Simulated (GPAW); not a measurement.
# Calculated records

```json
{"subject": "In2O3 (R-3c): G0W0 with GPAW, start to end", "lattice_ang": [[2.7435, 1.584, 4.8367], [-2.7435, 1.584, 4.8367], [-0.0, -3.1679, 4.8367]], "atoms": [["In", 0.3573, 0.3573, 0.3573], ["In", 0.1427, 0.1427, 0.1427], ["In", 0.6427, 0.6427, 0.6427], ["In", 0.8573, 0.8573, 0.8573], ["O", 0.548, 0.952, 0.25], ["O", 0.25, 0.548, 0.952], ["O", 0.952, 0.25, 0.548], ["O", 0.452, 0.048, 0.75], ["O", 0.75, 0.452, 0.048], ["O", 0.048, 0.75, 0.452]], "method": "DFT, LDA, plane waves, PAW (and 1 further level or step)", "program": "GPAW 26.7.0", "settings_of_one_run": "cutoff 600 eV, GPAW PAW setups 1.2.1 data release, 4×4×4 k-mesh, nbands 434", "cost": "4 runs, 12 min in all on 8 MPI ranks of Arm Neoverse V2, shared host (the runs of this entry)", "notes": "The cell and positions come from the Crystallography Open Database and are kept as given unless a step says otherwise. This is not the form that In2O3 usually takes at ambient conditions. Limits: no spin-orbit coupling. Bands and cutoff are finite, so the gap is not at the basis limit. The miss can reach some tenths of an eV and take either sign; the mesh is an error of its own.", "results": {"lda_gap": "1.18 eV, indirect (only 37 meV under the direct gap)", "g0w0_gap_on_the_mesh": "2.44 eV", "gw_settings": "4×4×4 mesh, 197 bands, screening to 78 eV, Godby-Needs plasmon pole", "known_limits": "not at the basis limit; no spin-orbit coupling"}}
```

[Paths, hosts, dates, memory and timing lines, banners, echoed tables and standing remarks are left out of the program output.]

[Logs are printed without paths, hosts, clocks, repeated set-up lines and the standing remarks that a program may print on its own settings, such as how far it seeks lower states.]

[Runs of the session that timed out or met a known fault of the program may be left out.]

[Hosts, paths, dates, database ids (printed as entryN), source tags and the programs' standing remarks are cut or masked in the printed files.]
